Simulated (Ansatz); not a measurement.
**Phonons of CaO (Lime, Fm-3m) against volume**

Wanted: Grüneisen parameters and pressure coefficients of the modes of CaO (Lime, Fm-3m).

Main program and level: Ansatz 0.2.0; DFT LDA, scalar-relativistic, plane waves, PAW; PAW set soft_1.

**1. The structure**

The structure is cubic, space group Fm-3m (No. 225). The conventional cell has a = 4.813 Å, b = 4.813 Å, c = 4.813 Å, α = 90.00°, β = 90.00°, γ = 90.00°. Nearest to O lie 6 Ca at 2.41 Å. Nearest to Ca lie 6 O at 2.41 Å. Farther neighbours and most contacts between anions are not listed.

**2. Bringing the structure to rest**

Harmonic phonons are second derivatives at a point where the forces vanish, and they are wanted at zero stress, so atoms and cell are relaxed first.

The input, input.yaml:

```yaml
crystal:
  lattice:
    - [0.0, 2.4065, 2.4065]
    - [2.4065, 0.0, 2.4065]
    - [2.4065, 2.4065, 0.0]
  atoms:
    - { symbol: O, position: [0.5, 0.5, 0.5] }
    - { symbol: Ca, position: [0.0, 0.0, 0.0] }
kpoints:
  mp_grid: { grid: [8, 8, 8] }
hamiltonian:
  xc: lda
  pseudopotentials: { kind: paw, azcp: { folder: soft_1 }, xc_functional: pbe }
scf:
  occupations: { method: gaussian, width: 0.02 }
output:
  forces: true
  stress: true
  eigenvalues: true
  write_density: true
  write_potential: true
  elf: true
  volumetric_format: npy
relax:
  adjacent_minimum: "off"
  f_tol: 0.005
  max_steps: 80
  cell: { stress_tol: 0.05 }
```

The run is started by

```console
ansatz run input.yaml --threads 4 --pin off --max-ram 10240MiB --backend cpu --events-out ev --progress --plain --runs-dir out
```

Numbers of over 12 decimals in the logs are rounded to 6 here.

What it wrote:

```text
Engine: ansatz 0.2.0, x86_64-unknown-linux-gnu
Pseudopotentials: kind: paw
Pseudopotential: O, paw, valence charge 6, recommended cutoff 420 eV (normal), soft_1/O.paw.azcp
Pseudopotential: Ca, paw, valence charge 10, recommended cutoff 420 eV (normal), soft_1/Ca.paw.azcp
Functional definition: SPW92
  exchange = slater_x
  correlation = pw_c
Crystal: 2 atoms, lattice volume = 27.873 Å³
Basis set: ecut = 420 eV, 537 PW (Γ)
Bands: 12, of which v1, the nominal top of the filled ones, is band 8 counted from 1 (7 counted from 0)
Symmetry: 48 space group operations
Space group: Fm-3m (ITA 225), of the structure as read, at distance tolerance 3.0e-5 Å
k-points: 29 of 512
Non-local potential: O, projectors of the file, l = 0: 2, l = 1: 2, l = 2: 1
Non-local potential: Ca, projectors of the file, l = 0: 3, l = 1: 2, l = 2: 2
PAW form: soft (Blöchl's): semilocal exchange-correlation on the pseudo side does not see the compensation charge
PAW frozen core: O, regenerated for the run's functional, and the local potential with it (the file was generated under x = pbe(κ = 0.804, μ = 0.219515), c = pbe(β = 0.066725))
PAW frozen core: Ca, regenerated for the run's functional, and the local potential with it (the file was generated under x = pbe(κ = 0.804, μ = 0.219515), c = pbe(β = 0.066725))
PAW one-centre angular grid: O, 110 points (default); XC on 64 Gauss nodes
PAW one-centre angular grid: Ca, 110 points (default); XC on 64 Gauss nodes
Initial density: superposition of atomic densities (chi_scale 0.1, normalization cell, long waves kept (reshape's long-wave potential 0.00 eV rms))
Initial wavefunctions: pseudopotential atomic-orbital guess
Functional: x = slater, c = lda
SCF iter   1: F=—  HF=-2332.394860 eV  |F-HF|=—  |Δ(HF+E_count)|=         —  Δρ=1.15e-1  dr2=3.36e0  ethr=3.10e-3  ⟨swp⟩=7.2  Hψ=2448  notcnv=0
preconditioner: auto → none  [insulator: Δε(μ)=1.763 eV  Ē_g=17.369 eV  σ=0.020 eV  W_gap=1.00  n_scr=8 (ndim 8)  ℏωp=26.3 eV  f_vac=0.000  D(μ)=0.00/eV (n_scr^D=0)  ε∞_Penn≈3.3]
SCF iter   2: F=—  HF=-2331.595629 eV  |F-HF|=—  |Δ(HF+E_count)|=   7.99e-1  Δρ=2.03e-2  dr2=1.05e-1  ethr=3.10e-3  ⟨swp⟩=2.8  Hψ=962  notcnv=0
SCF iter   3: F=—  HF=-2331.597726 eV  |F-HF|=—  |Δ(HF+E_count)|=   2.10e-3  Δρ=9.25e-3  dr2=1.98e-2  ethr=6.59e-4  ⟨swp⟩=2.1  Hψ=466  notcnv=0
SCF iter   4: F=—  HF=-2331.603962 eV  |F-HF|=—  |Δ(HF+E_count)|=   6.24e-3  Δρ=7.47e-4  dr2=1.51e-4  ethr=1.24e-4  ⟨swp⟩=2.6  Hψ=551  notcnv=0
SCF iter   5: F=—  HF=-2331.603935 eV  |F-HF|=—  |Δ(HF+E_count)|=   2.72e-5  Δρ=1.42e-4  dr2=4.99e-6  ethr=9.42e-7  ⟨swp⟩=2.1  Hψ=666  notcnv=0
SCF iter   6: F=—  HF=-2331.603935 eV  |F-HF|=—  |Δ(HF+E_count)|=   6.08e-7  Δρ=3.46e-5  dr2=3.15e-7  ethr=3.12e-8  ⟨swp⟩=2.0  Hψ=435  notcnv=0
SCF iter   7: F=-2331.603935 eV  HF=-2331.603935 eV  |F-HF|=1.44e-8  |Δ(HF+E_count)|=   6.87e-8  Δρ=7.20e-6  dr2=1.57e-8  ethr=6.25e-10  ⟨swp⟩=8.2  Hψ=2116  notcnv=0
SCF 1 converged in 7 iterations: F = -2331.603935 eV  dr2 = 1.57e-8
  greatest PAW one-centre occupation: 0.996 electrons in one spin orbital (limit 2), on the Ca atom at site 1 (counted from 0), in its partial waves of l = 0
relax step   1: F+E_penalty+E_count = -2331.60393523 eV  Δ(F+E_penalty+E_count) = +0.000e0 eV  max|allowed force component| = 9.269e-29 eV/Å  Δτ_max = 0.0000 Å  P = -7.418 GPa  Ω = 27.873 Å³  (7 SCF iters, dr2 threshold 1.00e-7 eV, accepted)
Crystal: 2 atoms, lattice volume = 25.711 Å³
Basis set: ecut = 420 eV, 531 PW (Γ)
Initial density: handed on by an earlier stage of this run
Initial wavefunctions: those handed on with the density
iter 1 solved again at ethr=2.12e-5 eV; its pass at ethr=3.10e-3 eV (dr2=3.39e-3 eV) is discarded
SCF iter   1: F=—  HF=-2331.650133 eV  |F-HF|=—  |Δ(HF+E_count)|=         —  Δρ=4.23e-3  dr2=3.38e-3  ethr=2.12e-5  ⟨swp⟩=1.2  Hψ=2551  notcnv=0
preconditioner: auto → none  [insulator: Δε(μ)=3.435 eV  Ē_g=18.198 eV  σ=0.020 eV  W_gap=1.00  n_scr=8 (ndim 8)  ℏωp=27.4 eV  f_vac=0.000  D(μ)=0.00/eV (n_scr^D=0)  ε∞_Penn≈3.3]
SCF iter   2: F=—  HF=-2331.649264 eV  |F-HF|=—  |Δ(HF+E_count)|=   8.69e-4  Δρ=1.56e-3  dr2=5.34e-4  ethr=2.11e-5  ⟨swp⟩=2.9  Hψ=684  notcnv=0
SCF iter   3: F=—  HF=-2331.649318 eV  |F-HF|=—  |Δ(HF+E_count)|=   5.32e-5  Δρ=1.59e-3  dr2=4.87e-4  ethr=3.34e-6  ⟨swp⟩=2.7  Hψ=638  notcnv=0
SCF iter   4: F=—  HF=-2331.649233 eV  |F-HF|=—  |Δ(HF+E_count)|=   8.48e-5  Δρ=3.18e-4  dr2=1.31e-5  ethr=3.04e-6  ⟨swp⟩=2.0  Hψ=445  notcnv=0
SCF iter   5: F=—  HF=-2331.649236 eV  |F-HF|=—  |Δ(HF+E_count)|=   3.66e-6  Δρ=3.61e-5  dr2=1.25e-7  ethr=1.25e-9  ⟨swp⟩=6.1  Hψ=2087  notcnv=0
SCF iter   6: F=-2331.649236 eV  HF=-2331.649236 eV  |F-HF|=1.78e-10  |Δ(HF+E_count)|=   5.68e-8  Δρ=1.68e-6  dr2=3.40e-10  ethr=7.79e-10  ⟨swp⟩=5.5  Hψ=1779  notcnv=0
SCF 2 converged in 6 iterations: F = -2331.649236 eV  dr2 = 3.40e-10
relax step   2: F+E_penalty+E_count = -2331.64923645 eV  Δ(F+E_penalty+E_count) = -4.530e-2 eV  max|allowed force component| = 7.987e-30 eV/Å  Δτ_max = 0.0000 Å  P = +2.123 GPa  Ω = 25.711 Å³  energy of the carried Pulay correction = +5.052e-3 eV  (6 SCF iters, dr2 threshold 2.00e-7 eV, accepted)
Crystal: 2 atoms, lattice volume = 26.163 Å³
iter 1 solved again at ethr=1.43e-6 eV; its pass at ethr=3.10e-3 eV (dr2=2.29e-4 eV) is discarded
SCF iter   1: F=—  HF=-2331.650836 eV  |F-HF|=—  |Δ(HF+E_count)|=         —  Δρ=1.03e-3  dr2=2.01e-4  ethr=1.43e-6  ⟨swp⟩=1.7  Hψ=2494  notcnv=0
preconditioner: auto → none  [insulator: Δε(μ)=3.448 eV  Ē_g=18.123 eV  σ=0.020 eV  W_gap=1.00  n_scr=8 (ndim 8)  ℏωp=27.2 eV  f_vac=0.000  D(μ)=0.00/eV (n_scr^D=0)  ε∞_Penn≈3.2]
SCF iter   2: F=—  HF=-2331.650792 eV  |F-HF|=—  |Δ(HF+E_count)|=   4.38e-5  Δρ=4.22e-4  dr2=4.54e-5  ethr=1.26e-6  ⟨swp⟩=2.8  Hψ=636  notcnv=0
SCF iter   3: F=—  HF=-2331.650789 eV  |F-HF|=—  |Δ(HF+E_count)|=   2.63e-6  Δρ=4.00e-4  dr2=3.09e-5  ethr=2.84e-7  ⟨swp⟩=2.1  Hψ=458  notcnv=0
SCF iter   4: F=—  HF=-2331.650784 eV  |F-HF|=—  |Δ(HF+E_count)|=   4.98e-6  Δρ=7.62e-5  dr2=7.38e-7  ethr=1.93e-7  ⟨swp⟩=2.0  Hψ=435  notcnv=0
SCF iter   5: F=-2331.650785 eV  HF=-2331.650785 eV  |F-HF|=7.63e-10  |Δ(HF+E_count)|=   1.92e-7  Δρ=7.88e-6  dr2=5.33e-9  ethr=1.25e-9  ⟨swp⟩=8.0  Hψ=2363  notcnv=0
SCF 3 converged in 5 iterations: F = -2331.650785 eV  dr2 = 5.33e-9
relax step   3: F+E_penalty+E_count = -2331.65078456 eV  Δ(F+E_penalty+E_count) = -1.548e-3 eV  max|allowed force component| = 4.470e-29 eV/Å  Δτ_max = 0.0000 Å  P = -0.217 GPa  Ω = 26.163 Å³  energy of the carried Pulay correction = +3.964e-3 eV  (5 SCF iters, dr2 threshold 2.00e-7 eV, accepted)
[...]
relax step   4: F+E_penalty+E_count = -2331.65091616 eV  Δ(F+E_penalty+E_count) = -1.316e-4 eV  max|allowed force component| = 9.335e-30 eV/Å  Δτ_max = 0.0000 Å  P = -0.005 GPa  Ω = 26.120 Å³  energy of the carried Pulay correction = +4.066e-3 eV  (4 SCF iters, dr2 threshold 1.18e-7 eV, accepted)
[...]
relax step   5: F+E_penalty+E_count = -2331.64799575 eV  Δ(F+E_penalty+E_count) = +2.920e-3 eV  max|allowed force component| = 5.851e-30 eV/Å  Δτ_max = 0.0000 Å  P = -0.211 GPa  Ω = 26.120 Å³  stress off target by 2.11e-1 GPa  SCF on the basis re-selected at this cell (its energy is not comparable with the rows above)  (7 SCF iters)
[...]
relax step   6: F+E_penalty+E_count = -2331.64812393 eV  Δ(F+E_penalty+E_count) = -1.282e-4 eV  max|allowed force component| = 2.827e-30 eV/Å  Δτ_max = 0.0000 Å  P = +0.001 GPa  Ω = 26.078 Å³  energy of the carried Pulay correction = +1.005e-4 eV  (4 SCF iters, dr2 threshold 1.11e-7 eV, accepted)
iter 1 solved again at ethr=1.74e-6 eV; its pass at ethr=3.10e-3 eV (dr2=2.78e-4 eV) is discarded
SCF iter   1: F=—  HF=-2331.648078 eV  |F-HF|=—  |Δ(HF+E_count)|=         —  Δρ=8.53e-6  dr2=1.05e-8  ethr=1.74e-6  ⟨swp⟩=2.3  Hψ=3245  notcnv=0
eigensolver tolerance schedule: the retry pair's looser diagonalisation over-reported the residual by 26579.07 of it (diagonalisation noise at an unbounded share of the residual, at the tolerance the schedule requests for it); recorded, not acted on — ethr = c·dr2/N_el stays at c = 1.0e-1
SCF iter   2: F=—  HF=-2331.648079 eV  |F-HF|=—  |Δ(HF+E_count)|=   1.18e-6  Δρ=8.62e-6  dr2=1.68e-8  ethr=6.54e-11  ⟨swp⟩=3.0  Hψ=682  notcnv=0
SCF iter   3: F=—  HF=-2331.648079 eV  |F-HF|=—  |Δ(HF+E_count)|=   3.29e-9  Δρ=2.85e-6  dr2=9.14e-10  ethr=6.54e-11  ⟨swp⟩=2.0  Hψ=439  notcnv=0
SCF iter   4: F=—  HF=-2331.648079 eV  |F-HF|=—  |Δ(HF+E_count)|=  3.36e-10  Δρ=1.67e-6  dr2=6.27e-10  ethr=5.71e-12  ⟨swp⟩=2.0  Hψ=570  notcnv=0
SCF iter   5: F=—  HF=-2331.648079 eV  |F-HF|=—  |Δ(HF+E_count)|=  1.55e-10  Δρ=7.96e-7  dr2=1.43e-10  ethr=3.92e-12  ⟨swp⟩=1.9  Hψ=493  notcnv=0
SCF iter   6: F=-2331.648079 eV  HF=-2331.648079 eV  |F-HF|=9.09e-13  |Δ(HF+E_count)|=  4.27e-11  Δρ=6.84e-8  dr2=9.26e-13  ethr=1.00e-12  ⟨swp⟩=3.4  Hψ=1445  notcnv=0
SCF 7 converged in 6 iterations: F = -2331.648079 eV  dr2 = 9.26e-13
relax step   7: F+E_penalty+E_count = -2331.64807873 eV  Δ(F+E_penalty+E_count) = +4.520e-5 eV  max|allowed force component| = 8.152e-30 eV/Å  Δτ_max = 0.0000 Å  P = -0.003 GPa  Ω = 26.078 Å³  stress off target by 2.75e-3 GPa  SCF on the basis re-selected at this cell (its energy is not comparable with the rows above)  (6 SCF iters)
basis re-selected at this cell: Δ(F+E_penalty+E_count) = +4.520e-5 eV, ΔP = -0.004 GPa vs the last step (what re-selecting the basis moved, of the pressure what is left beyond the Pulay correction that the steps carried, after the strain that the cell walked since its last selection, with what the two solves' SCF thresholds leave and, on support functions, any second-order correction that the steps lacked; it is no m [...]
SCF converged after 6 iterations
Free energy (F): -2331.648079 eV
Harris-Foulkes:  -2331.648079 eV  (|F-HF|=9.09e-13)
Internal energy: -2331.648079 eV  (E = F + TS)
E sigma→0 (E₀):  -2331.648079 eV
Fermi energy:    9.732088 eV
--- Per-component energies (eV) ---
  E_band       = -91.442280
  E_kinetic    = 425.273868
  E_local      = -860.332088  (includes V_loc(G=0)·N_el)
  E_nonlocal   = 147.946586
  E_hartree    = 282.393565
  E_xc         = -198.969510
  E_vxc        = -251.549526  (∫ρ·V_xc dr)
  E_paw        = -974.639263  (= ΣΔE_a)
  E_vpaw       = -117.569034  (= ΣTr[D̂ρ^β])
  E_aug_tail   = 0.000787  (compensation charges beyond the density's cutoff)
  E_ewald      = -1153.702110
  E_core_change = 0.380088  (= ΣΔE_core)
  E_smearing   = -0.000000  (= −TS)
  E_closure    = 0.000000  (closes the sum)
  Σ components = -2331.648079   (vs F -2331.648079, Δ=0.00e0)
--- Forces (eV/Å), atoms counted from 1 ---
  atom   1  O      0.00000000     0.00000000     0.00000000
  atom   2  Ca    -0.00000000     0.00000000    -0.00000000
  max |Σ_I F_I| component: 1.53e-29 eV/Å
--- Stress (GPa, compression-positive) ---
       -0.002749      -0.000000      -0.000000
       -0.000000      -0.002749      -0.000000
       -0.000000      -0.000000      -0.002749
  P = ⅓ Tr σ = -0.0027 GPa (-0.027 kbar)
--- Band table (eV; the first three rows and the last of 29) ---
  k-point 0: bands = [... 4 lower, -7.3202, 8.0078, 8.0078, 8.0078, 13.0990, 14.2775, 14.2775, 14.2775]
  k-point 1: bands = [... 4 lower, -7.0142, 7.4393, 7.7681, 7.7681, 13.7918, 14.2416, 14.5682, 14.5682]
  k-point 2: bands = [... 4 lower, -6.4388, 6.3622, 7.2602, 7.2602, 14.3292, 15.2787, 15.3343, 15.3343]
  k-point 28: bands = [... 4 lower, -6.5413, 6.5980, 6.9379, 6.9379, 14.3960, 14.3960, 16.8291, 17.9781]
--- Relaxed structure (5 steps of the walk, 5 accepted, 2 SCFs on fresh bases) ---
  F+E_penalty+E_count = -2331.64807873 eV   max|allowed force component| = 8.152e-30 eV/Å   (the final SCF, on the basis selected at the relaxed cell)
  cell:  # Å, volume = 26.0779 Å³
    - [0, 2.353681, 2.353681]
    - [2.353681, 0, 2.353681]
    - [2.353681, 2.353681, 0]
  atoms:
    - { symbol: O, position: [0.5, 0.5, 0.5] }
    - { symbol: Ca, position: [0, 0, 0] }
```

Elapsed: 0.8 s, on 4 threads of AMD EPYC 9B45 (Zen 5), shared host; peak memory 0.35 GiB.

The steps of the relaxation:

```
step  energy less that of the first step (eV)  largest force component (eV/Å)  pressure (GPa)  volume (Å³)
   1                                   0.0000                          0.0000           -7.42        27.87
   2                                  -0.0453                          0.0000            2.12        25.71
   3                                  -0.0468                          0.0000           -0.22        26.16
   4                                  -0.0470                          0.0000           -0.01        26.12
  5*                                  -0.0441                          0.0000           -0.21        26.12
   6                                  -0.0442                          0.0000            0.00        26.08
  7*                                  -0.0441                          0.0000            0.00        26.08
```

Relaxation steps marked * repeat the geometry before them on a plane-wave basis chosen anew for their cell, so energy and pressure can jump there.

The run keeps the 48 symmetry operations that it works with, so distortions that break them were not tested.

```
conventional cell, symmetrised  before  after  change
                         a (Å)   4.813  4.707  -2.2 %
                         b (Å)   4.813  4.707  -2.2 %
                         c (Å)   4.813  4.707  -2.2 %
              volume (Å³/atom)   13.94  13.04  -6.4 %
```

The relaxed structure:

```cif
data_structure
_symmetry_space_group_name_H-M 'P 1'
_symmetry_Int_Tables_number 1
_cell_length_a 3.3286
_cell_length_b 3.3286
_cell_length_c 3.3286
_cell_angle_alpha 60.000
_cell_angle_beta 60.000
_cell_angle_gamma 60.000
_cell_volume 26.08
loop_
_atom_site_label
_atom_site_type_symbol
_atom_site_fract_x
_atom_site_fract_y
_atom_site_fract_z
_atom_site_occupancy
O1 O 0.50000 0.50000 0.50000 1
Ca2 Ca 0.00000 0.00000 0.00000 1
```

Numbers from this step:

- pressure: -0.002749 GPa
- gap on the k-mesh: 3.449 eV
- volume per atom: 13.04 Å³

ELF in the ac plane of the conventional cell at fractional y = 0.000, with atoms of O and Ca within 0.2 Å of it. It is the smooth field of the valence electrons, not physical close to the nuclei.

Values, 14 rows by 14 columns, each cell a mean:
```
0.81 0.84 0.65 0.15 0.50 0.79 0.67 0.59 0.78 0.72 0.23 0.36 0.81 0.83
0.83 0.76 0.40 0.09 0.41 0.74 0.79 0.80 0.79 0.63 0.18 0.19 0.62 0.81
0.40 0.27 0.09 0.05 0.21 0.41 0.50 0.51 0.46 0.32 0.09 0.05 0.19 0.36
0.24 0.21 0.15 0.07 0.05 0.09 0.15 0.18 0.13 0.07 0.04 0.09 0.18 0.23
0.73 0.69 0.51 0.15 0.09 0.40 0.65 0.69 0.55 0.24 0.07 0.32 0.63 0.72
0.74 0.80 0.69 0.21 0.27 0.76 0.84 0.84 0.83 0.55 0.13 0.46 0.79 0.78
0.43 0.74 0.73 0.24 0.40 0.83 0.81 0.78 0.84 0.69 0.18 0.51 0.80 0.59
0.59 0.78 0.72 0.23 0.36 0.81 0.83 0.81 0.84 0.65 0.15 0.50 0.79 0.67
0.80 0.79 0.63 0.18 0.19 0.62 0.81 0.83 0.76 0.40 0.09 0.41 0.74 0.79
0.51 0.46 0.32 0.09 0.05 0.19 0.36 0.40 0.27 0.09 0.05 0.21 0.41 0.50
0.18 0.13 0.07 0.04 0.09 0.18 0.23 0.24 0.21 0.15 0.07 0.05 0.09 0.15
0.69 0.55 0.24 0.07 0.32 0.63 0.72 0.73 0.69 0.51 0.15 0.09 0.40 0.65
0.84 0.83 0.55 0.13 0.46 0.79 0.78 0.74 0.80 0.69 0.21 0.27 0.76 0.84
0.78 0.84 0.69 0.18 0.51 0.80 0.59 0.43 0.74 0.73 0.24 0.40 0.83 0.81
```
Columns run along a (4.7 Å), rows up along c (4.7 Å), edges of the conventional cell, whose origin can differ from the input's. Atoms in or near the plane, at fractional coordinates: O at (0.50, 0.00), O at (0.00, 0.50), Ca at (0.00, 0.00), Ca at (0.50, 0.50).

Electrostatic potential energy in the ac plane of the conventional cell at fractional y = 0.000, with atoms of O and Ca within 0.2 Å of it. With pseudopotentials it is smooth inside the atoms' cores, unlike the true potential.

Ten even steps from '0' (-58 eV) to '9' (12 eV), each cell a mean:
```
02699743599840
35899976899974
88999999999998
99999999999999
89999866789999
46998521379985
24898300169963
35998400269974
68999743589997
99999988899999
99999999999999
67899998999986
13799854699852
01699632489830
```
Columns run along a (4.7 Å; values clipped at the 3rd and 97th percentile), rows up along c (4.7 Å), edges of the conventional cell, whose origin can differ from the input's. Atoms in or near the plane, at fractional coordinates: O at (0.50, 0.00), O at (0.00, 0.50), Ca at (0.00, 0.00), Ca at (0.50, 0.50).

Valence density in the ac plane of the conventional cell at fractional y = 0.000, with atoms of O and Ca within 0.2 Å of it. It is the smooth field of the valence electrons, not physical close to the nuclei.

Values in e/Å³, 14 rows by 14 columns, each cell a mean:
```
5.9 3.8 1.2 0.3 0.4 1.6 4.9 6.2 3.1 0.8 0.3 0.5 2.4 5.1
2.8 1.7 0.5 0.2 0.3 0.7 1.6 2.0 1.1 0.4 0.2 0.3 1.0 2.4
0.6 0.4 0.2 0.1 0.1 0.3 0.4 0.5 0.4 0.2 0.1 0.1 0.3 0.5
0.3 0.2 0.1 0.1 0.1 0.2 0.3 0.3 0.2 0.1 0.1 0.1 0.2 0.3
1.0 0.6 0.3 0.1 0.2 0.5 1.2 1.4 0.8 0.3 0.1 0.2 0.4 0.8
3.9 2.0 0.6 0.2 0.4 1.7 3.8 4.5 2.8 0.8 0.2 0.4 1.1 3.1
7.7 3.9 1.0 0.3 0.6 2.8 5.9 6.6 4.5 1.4 0.3 0.5 2.0 6.2
6.2 3.1 0.8 0.3 0.5 2.4 5.1 5.9 3.8 1.2 0.3 0.4 1.6 4.9
2.0 1.1 0.4 0.2 0.3 1.0 2.4 2.8 1.7 0.5 0.2 0.3 0.7 1.6
0.5 0.4 0.2 0.1 0.1 0.3 0.5 0.6 0.4 0.2 0.1 0.1 0.3 0.4
0.3 0.2 0.1 0.1 0.1 0.2 0.3 0.3 0.2 0.1 0.1 0.1 0.2 0.3
1.4 0.8 0.3 0.1 0.2 0.4 0.8 1.0 0.6 0.3 0.1 0.2 0.5 1.2
4.5 2.8 0.8 0.2 0.4 1.1 3.1 3.9 2.0 0.6 0.2 0.4 1.7 3.8
6.6 4.5 1.4 0.3 0.5 2.0 6.2 7.7 3.9 1.0 0.3 0.6 2.8 5.9
```
Columns run along a (4.7 Å), rows up along c (4.7 Å), edges of the conventional cell, whose origin can differ from the input's. Atoms in or near the plane, at fractional coordinates: O at (0.50, 0.00), O at (0.00, 0.50), Ca at (0.00, 0.00), Ca at (0.50, 0.50).

In this step the volume went from 13.94 to 13.04 Å³/atom.

**3. Tight relaxation**

Phonons need small forces and stress, so the relaxation is finished with tight tolerances on 8×8×8 k points.

input.yaml, the sections that differ from step 2:

```yaml
crystal:
  lattice:
    - [0.0, 2.3536805544, 2.3536805544]
    - [2.3536805544, 0.0, 2.3536805544]
    - [2.3536805544, 2.3536805544, 0.0]
  atoms:
    - { symbol: O, position: [0.5, 0.5, 0.5] }
    - { symbol: Ca, position: [0.0, 0.0, 0.0] }
scf:
  occupations: { method: fixed }
output:
  forces: true
  stress: true
  eigenvalues: true
relax:
  adjacent_minimum: "off"
  f_tol: 0.001
  max_steps: 60
  cell: { stress_tol: 0.01 }
# kpoints, hamiltonian: as in step 2
```

What it wrote:

```text
[...]
Crystal: 2 atoms, lattice volume = 26.078 Å³
Basis set: ecut = 420 eV, 531 PW (Γ)
Bands: 12, of which v1, the nominal top of the filled ones, is band 8 counted from 1 (7 counted from 0)
Symmetry: 48 space group operations
[...]
k-points: 29 of 512
[...]
k-point 28: bands = [... 4 lower, -6.5413, 6.5980, 6.9379, 6.9379, 14.3960, 14.3960, 16.8291, 17.9781]
--- Relaxed structure (1 steps of the walk, 1 accepted, 1 SCFs on fresh bases) ---
[...]
cell:  # Å, volume = 26.0779 Å³
    - [0.0, 2.3536805544, 2.3536805544]
    - [2.3536805544, 0.0, 2.3536805544]
    - [2.3536805544, 2.3536805544, 0.0]
  atoms:
    - { symbol: O, position: [0.5, 0.5, 0.5] }
    - { symbol: Ca, position: [0.0, 0.0, 0.0] }
[key lines of the parts left out:]
SCF converged after 6 iterations
Free energy (F): -2331.648079 eV
Fermi energy:    8.007814 eV
P = ⅓ Tr σ = -0.0028 GPa (-0.028 kbar)
```

Elapsed: 0.27 s, on 4 threads; peak memory 0.33 GiB.

Little changed from the start: no atom moved by 0.005 Å and no cell edge by 0.1 %.

This step gave:

```
pressure : -0.002753 GPa
```

The forces vanish by symmetry and the pressure is -0.003 GPa, within the tolerances set. The cell now holds 13.04 Å³/atom.

(Part 1 of 3 ends here.)

[Logs are printed without paths, hosts, clocks, repeated set-up lines and the standing remarks that a program may print on its own settings, such as how far it seeks lower states.]

[Hosts, paths, dates, database ids (printed as entryN), source tags and the programs' standing remarks are cut or masked in the printed files.]
